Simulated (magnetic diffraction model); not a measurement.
**Magnetic neutron pattern of CaTi₂Co₂**

Space group I4/mmm (no. 139), a = 3.9740 Å, c = 9.8310 Å.

| site | atom | x | y | z |
| --- | --- | --- | --- | --- |
| 4d | Co | 0 | 1/2 | 1/4 |
| 4e | Ti | 0 | 0 | 0.3552 |
| 2a | Ca | 0 | 0 | 0 |

The compound is invented for this exercise: a known structure type with other elements, its cell scaled to their sizes and not relaxed.

Only Co is taken to order (form factors of Co2+); orders and moment sizes are assumed, and not adapted to the symmetry. Radiation: neutrons of λ = 1.8 Å, 1.5° to 75°; isotropic B of 0.17 Å² (Co), 0.18 Å² (Ti) and 0.24 Å² (Ca). Simulated constant-wavelength pattern: nuclear and magnetic terms add, the magnetic one as |2.695 fm × Σ f S⊥ exp(2πi Q·r) exp(−B s²)|², summed over all Q at one angle with the factor 1/(sin²θ cos θ). For a modulated order the moment at position r is S exp(−2πi k·r) + c.c., with S = m/2 for a sine wave of amplitude m and S = m(u + iv)/2 for moments turning in a plane, u and v being orthogonal unit vectors in it; the phase factor of the sum at Q = H + k is then exp(2πi H·r). Free-ion form factors, Sears's scattering lengths of 1992, no absorption; a label names one of the reflections at its angle. The strongest nuclear line in the range is 100, and lines under 0.2 are left out.

Assume the order k = (1/3 0 0), moments turning in the plane of [100] and [001], 0.71 μB on Co; signs + at (0, 1/2, 1/4), − at (1/2, 0, 1/4).

Predict the pattern, nuclear and magnetic parts apart.

```
2θ (°)      index  nuclear  magnetic
 20.34  (2/3 0 1)      0.0       3.7
 21.10    (0 0 2)      1.1       0.0
 28.28    (1 0 1)    100.0       0.0
 29.63  (1/3 1 1)      0.0       5.3
 36.53  (2/3 0 3)      0.0       0.8
 36.79  (4/3 0 1)      0.0       0.8
 37.36    (1 1 0)     19.1       0.0
 41.71    (1 0 3)      1.6       0.0
 42.68  (1/3 1 3)      0.0       1.5
 42.96    (0 0 4)     35.7       0.0
 43.30    (1 1 2)     73.7       0.0
 48.18  (4/3 0 3)      0.0       0.4
 53.44  (5/3 1 1)      0.0       0.7
 53.87    (2 0 0)      1.5       0.0
 58.17  (2/3 2 1)      0.0       0.7
 58.22    (1 1 4)     11.4       0.0
 58.49    (2 0 2)      0.7       0.0
 61.42    (1 0 5)      4.0       0.0
 61.94    (2 1 1)     49.6       0.0
 62.16  (1/3 1 5)      0.0       0.4
 62.51  (5/3 1 3)      0.0       0.3
 66.64    (0 0 6)      1.7       0.0
 66.84  (2/3 2 3)      0.0       0.4
 67.01  (4/3 2 1)      0.0       0.4
 70.35    (2 1 3)      1.4       0.0
 71.21  (7/3 1 1)      0.0       0.2
 71.25    (2 0 4)     63.0       0.0
```

The strongest magnetic line in the range is (1/3 1 1) at 29.63° (5.3). On top of the Lorentz factor, which all lines share, magnetic lines fade with angle because f falls: for Co2+ it is 0.91, 0.71, 0.49 and 0.18 at sin θ/λ = 0.1, 0.2, 0.3 and 0.5 Å⁻¹, while nuclear lengths stay constant. The order has no net moment.

[Logs are printed without paths, hosts, clocks, repeated set-up lines and the standing remarks that a program may print on its own settings, such as how far it seeks lower states.]
